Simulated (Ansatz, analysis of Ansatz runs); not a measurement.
**Interstitial H+ in rutile SnO2: local vibrational mode against experiment**

Aim: the local vibrational mode of interstitial H+ in rutile SnO2, to be set beside the measurement. Set-up: r2SCAN, 96-site cell, r2SCAN lattice, 500 eV, k: the single point 1/4 1/4 1/4, anharmonic cut along the mode. The model is a cell of 96 host atoms with 1 H put in. The frequencies come from force constants among the defect atom and its neighbours, with the masses of the isotopes named. A meta-GGA costs about twice a GGA and mends lattice constants and part of the gap.

Measured beforehand: O-H stretch, 1H: 3156.1 cm⁻¹ at 4.2 K, by polarized FTIR absorption (“Hydrogen impurities and shallow donors in SnO2 studied by infrared spectroscopy”, 2011, F. Bekisli et al.). O-D stretch, 2H: 2360.4 cm⁻¹ at 4.2 K, by polarized FTIR absorption (“Hydrogen impurities and shallow donors in SnO2 studied by infrared spectroscopy”, 2011, F. Bekisli et al.). The runs below try to reproduce this.

Main program and level: Ansatz 0.2.0; plane-wave PAW DFT, r2SCAN; relaxation of all atoms of a defect supercell.

Report form: the programs' logs are mostly left out.

**1. Starting point**

The cell holds 97 atoms: 32 Sn, 64 O and 1 H. Its edges and angles: a = 11.472 Å, b = 11.472 Å, c = 13.463 Å, α = 54.1°, β = 54.1°, γ = 71.9°. It derives from SnO2 (space group P4_2/mnm). Nearest the centre at fractional (0.278, 0.472, 0.699): H97 at 0.00 Å, O20 at 0.99 Å, Sn39 at 2.29 Å, Sn14 at 2.29 Å, Sn85 at 2.29 Å, O89 at 2.32 Å, O18 at 2.32 Å, O47 at 2.49 Å. The cell carries charge +1.

The host's primitive cell comes from a first run (plane-wave PAW DFT, r2SCAN; relaxation of the host's cell and atoms): vectors of 4.760, 4.760 and 3.201 Å. That is 12.09 Å³ an atom, 1.4 % over the diffraction cell's volume. The supercell is built on it.

**2. Relaxation, charge +1**

Every later number rests on the structure around the defect, so the atoms are relaxed at the host's lattice first.

Input file relax/input.yaml:

```yaml
relax:
  f_tol: 0.01
  max_steps: 80
  random_displacement: { amplitude: 0.02, seed: 420 }
crystal:
  lattice:
    - [0.0, 9.51989758, 6.4015707]
    - [9.51989758, 0.0, 6.4015707]
    - [9.51989758, 9.51989758, 0.0]
  atoms:
    - { symbol: Sn, position: [0.0, 0.0, 0.0] }
    - { symbol: Sn, position: [0.25, 0.25, 0.25] }
    - { symbol: Sn, position: [0.125, 0.125, 0.125] }
    - { symbol: Sn, position: [0.375, 0.375, 0.375] }
    - { symbol: O, position: [0.0, 0.0, 0.152954559] }
[... 4 atom lines left out ...]
    - { symbol: O, position: [0.25, 0.25, 0.097045441] }
[... 3 atom lines left out ...]
    - { symbol: Sn, position: [0.25, 0.25, 0.75] }
[... 1 atom line left out ...]
    - { symbol: Sn, position: [0.375, 0.375, 0.875] }
[... 1 atom line left out ...]
    - { symbol: O, position: [0.25, 0.25, 0.902954559] }
    - { symbol: O, position: [0.027954559, 0.222045441, 0.875] }
    - { symbol: O, position: [0.277954559, 0.472045441, 0.625] }
[... 1 atom line left out ...]
    - { symbol: O, position: [0.25, 0.25, 0.597045441] }
    - { symbol: O, position: [0.222045441, 0.027954559, 0.875] }
    - { symbol: O, position: [0.472045441, 0.277954559, 0.625] }
    - { symbol: Sn, position: [0.0, 0.5, 0.0] }
    - { symbol: Sn, position: [0.25, 0.75, 0.25] }
[... 1 atom line left out ...]
    - { symbol: Sn, position: [0.375, 0.875, 0.375] }
[... 1 atom line left out ...]
    - { symbol: O, position: [0.25, 0.75, 0.402954559] }
[... 4 atom lines left out ...]
    - { symbol: O, position: [0.222045441, 0.527954559, 0.375] }
[... 1 atom line left out ...]
    - { symbol: Sn, position: [0.0, 0.5, 0.5] }
    - { symbol: Sn, position: [0.25, 0.75, 0.75] }
    - { symbol: Sn, position: [0.125, 0.625, 0.625] }
[... 1 atom line left out ...]
    - { symbol: O, position: [0.0, 0.5, 0.652954559] }
    - { symbol: O, position: [0.25, 0.75, 0.902954559] }
    - { symbol: O, position: [0.027954559, 0.722045441, 0.875] }
[... 1 atom line left out ...]
    - { symbol: O, position: [0.0, 0.5, 0.847045441] }
    - { symbol: O, position: [0.25, 0.75, 0.597045441] }
    - { symbol: O, position: [0.222045441, 0.527954559, 0.875] }
    - { symbol: O, position: [0.472045441, 0.777954559, 0.625] }
[... 11 atom lines left out ...]
    - { symbol: O, position: [0.972045441, 0.277954559, 0.125] }
[... 2 atom lines left out ...]
    - { symbol: Sn, position: [0.625, 0.125, 0.625] }
    - { symbol: Sn, position: [0.875, 0.375, 0.875] }
[... 2 atom lines left out ...]
    - { symbol: O, position: [0.527954559, 0.222045441, 0.875] }
[... 1 atom line left out ...]
    - { symbol: O, position: [0.5, 0.0, 0.847045441] }
    - { symbol: O, position: [0.75, 0.25, 0.597045441] }
[... 3 atom lines left out ...]
    - { symbol: Sn, position: [0.75, 0.75, 0.25] }
[... 3 atom lines left out ...]
    - { symbol: O, position: [0.75, 0.75, 0.402954559] }
    - { symbol: O, position: [0.527954559, 0.722045441, 0.375] }
[... 1 atom line left out ...]
    - { symbol: O, position: [0.5, 0.5, 0.347045441] }
[... 1 atom line left out ...]
    - { symbol: O, position: [0.722045441, 0.527954559, 0.375] }
[... 1 atom line left out ...]
    - { symbol: Sn, position: [0.5, 0.5, 0.5] }
[... 1 atom line left out ...]
    - { symbol: Sn, position: [0.625, 0.625, 0.625] }
[... 1 atom line left out ...]
    - { symbol: O, position: [0.5, 0.5, 0.652954559] }
[... 3 atom lines left out ...]
    - { symbol: O, position: [0.5, 0.5, 0.847045441] }
[... 2 atom lines left out ...]
    - { symbol: O, position: [0.972045441, 0.777954559, 0.625] }
    - { symbol: H, position: [0.277954559, 0.472045441, 0.698875] }
total_charge: 1
basis:
  ecutwfc: 500
  xc_grid: 2
hamiltonian:
  xc: r2scan
kpoints:
  mp_grid: { grid: [1, 1, 1], shift: [0.25, 0.25, 0.25] }
scf:
  occupations: { method: fermi_dirac, width: 0.01 }
  max_iter: 120
output:
  forces: true
checkpoint:
  write: "../relax.run"
  compress: false
  write_wavefunctions: true
  write_every: 100000
```

Launch:

```sh
$ ansatz run input.yaml --threads 4 --pin off --max-ram 7536MiB --backend cpu --events-out ev --progress --plain --runs-dir out
```

Wall time 9.4 min (4 threads of Arm Neoverse V1, shared host); peak memory 4.7 GiB.

Step by step:

| step | energy less that of the first step (eV) | largest force component (eV/Å) |
| --- | --- | --- |
| 1 | 0.0000 | 3.7474 |
| 2 | -1.4436 | 0.6888 |
| 3 | -1.5551 | 0.2273 |
| 4 | -1.5777 | 0.0895 |
| 5 | -1.5861 | 0.2156 |
| 6 | -1.5873 | 0.0163 |
| 7 | -1.5873 | 0.0157 |
| 8 | -1.5874 | 0.0048 |

The atoms that moved most (Å, from the sites as typed, ahead of the random displacement):

| atom | dx | dy | dz | length |
| --- | --- | --- | --- | --- |
| H97 | 0.272 | 0.056 | 0.001 | 0.278 |
| O20 | 0.207 | 0.143 | 0.001 | 0.251 |
| Sn39 | 0.072 | -0.142 | 0.000 | 0.160 |
| O47 | -0.122 | -0.078 | 0.000 | 0.145 |
| Sn85 | -0.060 | 0.063 | 0.062 | 0.107 |
| Sn14 | -0.060 | 0.062 | -0.062 | 0.107 |
| O96 | 0.038 | -0.074 | 0.000 | 0.083 |
| Sn16 | 0.004 | 0.067 | 0.000 | 0.068 |

Neighbours of H97 at the end:

| atom | distance (Å) |
| --- | --- |
| O20 | 0.985 |
| O47 | 2.077 |
| O89 | 2.323 |
| O18 | 2.324 |
| Sn39 | 2.422 |
| O46 | 2.496 |
| O45 | 2.496 |
| Sn85 | 2.580 |
| Sn14 | 2.580 |

Numbers from this step:

```yaml
free_energy: -229665.2363 eV
```

The relaxation ends 16 meV an atom lower than the displaced start, with a largest force component of 0.0048 eV/Å.

**3. Local vibrational modes**

A local mode lives on the defect and the atoms next to it, so only the sites listed in the input are displaced, which costs far fewer SCF runs than the whole cell would.

This step: plane-wave PAW DFT, r2SCAN; finite-displacement force constants among the atoms nearest to a defect, the others at rest.

Input file modes/input.yaml:

```yaml
crystal:
  lattice:
    - [0.0, 9.51989758, 6.4015707]
    - [9.51989758, 0.0, 6.4015707]
    - [9.51989758, 9.51989758, 0.0]
  atoms:
    - { symbol: Sn, position: [-0.00154484, -0.00126138, 0.001297901] }
    - { symbol: Sn, position: [0.251505914, 0.248675227, 0.250590467] }
[... 11 atom lines left out ...]
    - { symbol: Sn, position: [0.251692928, 0.238570978, 0.754908217] }
[... 1 atom line left out ...]
    - { symbol: Sn, position: [0.378411085, 0.371534421, 0.87870961] }
[... 1 atom line left out ...]
    - { symbol: O, position: [0.25299063, 0.249211876, 0.901328096] }
[... 1 atom line left out ...]
    - { symbol: O, position: [0.274768854, 0.475328573, 0.643262629] }
[... 3 atom lines left out ...]
    - { symbol: O, position: [0.470266685, 0.279689757, 0.623264233] }
[... 14 atom lines left out ...]
    - { symbol: Sn, position: [0.113806295, 0.6361621, 0.621278579] }
[... 5 atom lines left out ...]
    - { symbol: O, position: [-0.000148687, 0.503349739, 0.843585586] }
    - { symbol: O, position: [0.246520524, 0.75013558, 0.596853838] }
    - { symbol: O, position: [0.224386441, 0.525519727, 0.864458732] }
[... 37 atom lines left out ...]
    - { symbol: Sn, position: [0.51143662, 0.498265605, 0.495211402] }
[... 3 atom lines left out ...]
    - { symbol: O, position: [0.500783886, 0.497063435, 0.653533795] }
[... 7 atom lines left out ...]
    - { symbol: H, position: [0.266767332, 0.483301504, 0.716017104] }
total_charge: 1
basis:
  ecutwfc: 500
  xc_grid: 2
hamiltonian:
  xc: r2scan
kpoints:
  mp_grid: { grid: [1, 1, 1], shift: [0.25, 0.25, 0.25] }
scf:
  occupations: { method: fermi_dirac, width: 0.01 }
  max_iter: 120
output: {}
checkpoint:
  read: "../relax.run"
phonons:
  supercell: [1, 1, 1]
  displaced_sites: [17, 19, 46, 88, 96]
```

The job ended after 37 min (4 threads; peak memory 4.3 GiB; 2.4 h of CPU time).

Numbers from this step:

| Quantity | Value |
| --- | --- |
| free energy | -229665.2363 eV |

The modes with the largest weight on the probed atoms (the light atom of a pair), for the masses of each isotope. Modes of the displaced atoms (local only where they lie over the host's phonons):

```
isotopes  mode (cm⁻¹)  share of the defect atoms
       H         3400                      0.941
       H         1167                      0.967
       H        859.4                      0.888
       D         2475                      0.888
       D        842.9                      0.897
       D        658.9                      0.478
```

**4. Point 1 along the mode**

A light atom samples the curved part of its well, so the energy is mapped along the mode and the one-dimensional Schrödinger equation solved on it.

This step: plane-wave PAW DFT, r2SCAN; single point of a defect supercell.

Input file cut0/input.yaml:

```yaml
crystal:
  lattice:
    - [0.0, 9.51989758, 6.4015707]
    - [9.51989758, 0.0, 6.4015707]
    - [9.51989758, 9.51989758, 0.0]
  atoms:
    - { symbol: Sn, position: [-0.00154484, -0.00126138, 0.001297901] }
    - { symbol: Sn, position: [0.251505914, 0.248675227, 0.250590467] }
[... 11 atom lines left out ...]
    - { symbol: Sn, position: [0.251692928, 0.238570978, 0.754908217] }
[... 1 atom line left out ...]
    - { symbol: Sn, position: [0.378411085, 0.371534421, 0.87870961] }
[... 1 atom line left out ...]
    - { symbol: O, position: [0.252989626, 0.249212482, 0.90134344] }
[... 1 atom line left out ...]
    - { symbol: O, position: [0.274628802, 0.475467224, 0.644596737] }
[... 3 atom lines left out ...]
    - { symbol: O, position: [0.470266685, 0.279689757, 0.623264233] }
[... 14 atom lines left out ...]
    - { symbol: Sn, position: [0.113806295, 0.6361621, 0.621278579] }
[... 5 atom lines left out ...]
    - { symbol: O, position: [-0.000148687, 0.503349739, 0.843585586] }
    - { symbol: O, position: [0.246520524, 0.75013558, 0.596853838] }
    - { symbol: O, position: [0.224410223, 0.525495995, 0.864413016] }
[... 37 atom lines left out ...]
    - { symbol: Sn, position: [0.51143662, 0.498265605, 0.495211402] }
[... 3 atom lines left out ...]
    - { symbol: O, position: [0.500783158, 0.497064394, 0.653548795] }
[... 7 atom lines left out ...]
    - { symbol: H, position: [0.268563068, 0.481524357, 0.694635551] }
total_charge: 1
basis:
  ecutwfc: 500
  xc_grid: 2
hamiltonian:
  xc: r2scan
kpoints:
  mp_grid: { grid: [1, 1, 1], shift: [0.25, 0.25, 0.25] }
scf:
  occupations: { method: fermi_dirac, width: 0.01 }
  max_iter: 120
output:
  forces: true
checkpoint:
  read: "../relax.run"
```

It took 86 s on 4 threads; peak memory 4.1 GiB; 5.5 min of CPU time.

This step gave:

```
free energy : -229660.6974 eV
```

The series, run alike:

```
                   run    outcome  energy less the first (eV)  moment (μB)     time
point 1 along the mode  converged                      0.0000         0.00     86 s
point 2 along the mode  converged                     -2.6569         0.00     95 s
point 3 along the mode  converged                     -3.8283         0.00     88 s
point 4 along the mode  converged                     -4.3948         0.00  1.7 min
point 5 along the mode  converged                     -4.4407         0.00     88 s
point 6 along the mode  converged                     -4.2149         0.00     90 s
point 7 along the mode  converged                     -3.9555         0.00     91 s
point 8 along the mode  converged                     -3.6527         0.00     89 s
point 9 along the mode  converged                     -3.3756         0.00     80 s
```

**5. Anharmonic fundamental**

Analysis of the runs above: one-dimensional Schroedinger equation on a polynomial through r2SCAN energies along the local mode.

It gives:

```
stretch            : 3165 cm⁻¹
stretch d          : 2343 cm⁻¹
stretch harmonic   : 3400 cm⁻¹
stretch d harmonic : 2475 cm⁻¹
```

The energy by normal coordinate:

| normal coordinate (amu½ Å) | energy (eV) |
| --- | --- |
| -0.299 | 4.54 |
| -0.219 | 1.88 |
| -0.149 | 0.711 |
| -0.075 | 0.144 |
| 0.000 | 0 |
| 0.075 | 0.0982 |
| 0.149 | 0.324 |
| 0.219 | 0.583 |
| 0.299 | 0.886 |
| 0.378 | 1.16 |

**6. Summary of results**

```json
{"distance from the defect atom to its nearest neighbour": "0.985 Å", "O-H stretch, 1H": "3165 cm⁻¹", "O-D stretch, 2H": "2343 cm⁻¹", "time of the whole chain": "60 min on 4 threads"}
```

What this shows: O-H stretch, 1H: computed 3165 cm⁻¹, measured 3156.1 cm⁻¹; 9 cm⁻¹ (0 %) above the measurement. O-D stretch, 2H: computed 2343 cm⁻¹, measured 2360.4 cm⁻¹; 17 cm⁻¹ (1 %) below the measurement. The anharmonic cut moves the O-H stretch, 1H from 3400 to 3165 cm⁻¹; a straight cut leaves out the coupling to the other modes. Only the named neighbours move, so modes near the host's band are approximate.

[Logs are printed without paths, hosts, clocks, repeated set-up lines and the standing remarks that a program may print on its own settings, such as how far it seeks lower states.]

[Hosts, paths, dates, database ids (printed as entryN), source tags and the programs' standing remarks are cut or masked in the printed files.]

[For some hosts the program warned that the k-mesh of the response run may be too coarse for force constants and the static dielectric constant; such warnings are not shown here.]
